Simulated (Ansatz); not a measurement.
# Si(111) with different end groups on 25 % of the top atoms (PBE)

How far can end groups move the ionisation potential of Si(111)?

All values are computed: Ansatz 0.2.0, PBE, plane waves, scalar-relativistic unless marked; slabs or sheets with vacuum, the vacuum level from the planar mean of the electrostatic potential. 2×2 cells of six atomic planes, hydrogen on the lower face and on the remaining top atoms, dipole correction on.

| group | ionisation potential, upper face (eV) | lower (H) face (eV) | difference (eV) | dipole a group against H (D) |
| --- | --- | --- | --- | --- |
| Li | 1.85 | 4.70 | -2.85 | +3.86 |
| CH3 | 4.43 | 4.68 | -0.25 | +0.34 |
| OH | 4.63 | 4.65 | -0.02 | +0.03 |
| SH | 4.93 | 4.67 | +0.26 | -0.35 |
| Br | 5.16 | 4.68 | +0.48 | -0.65 |
| Cl | 5.20 | 4.68 | +0.52 | -0.70 |
| F | 5.22 | 4.66 | +0.56 | -0.76 |

The same valence top is seen through two surface dipoles, so the difference of the faces isolates the group. It runs from -2.85 eV (Li) to +0.56 eV (F). A group that leaves negative charge outermost raises the barrier, and one that ends in positive charge lowers it.

**Worked step.** ΔΦ = −μ/(ε₀A), with μ the dipole of one cell along the outward normal; in working units μ (D) = −ΔΦ (eV) × A (Å²) / 37.7. For Li: −(-2.85) × 51.1 / 37.7 = +3.86 D a cell, shared by 1 group: +3.86 D each.

Where a group brings filled states above the slab's valence band, the valence top is that state. Semilocal levels lie too high, so differences are more trustworthy than the values.
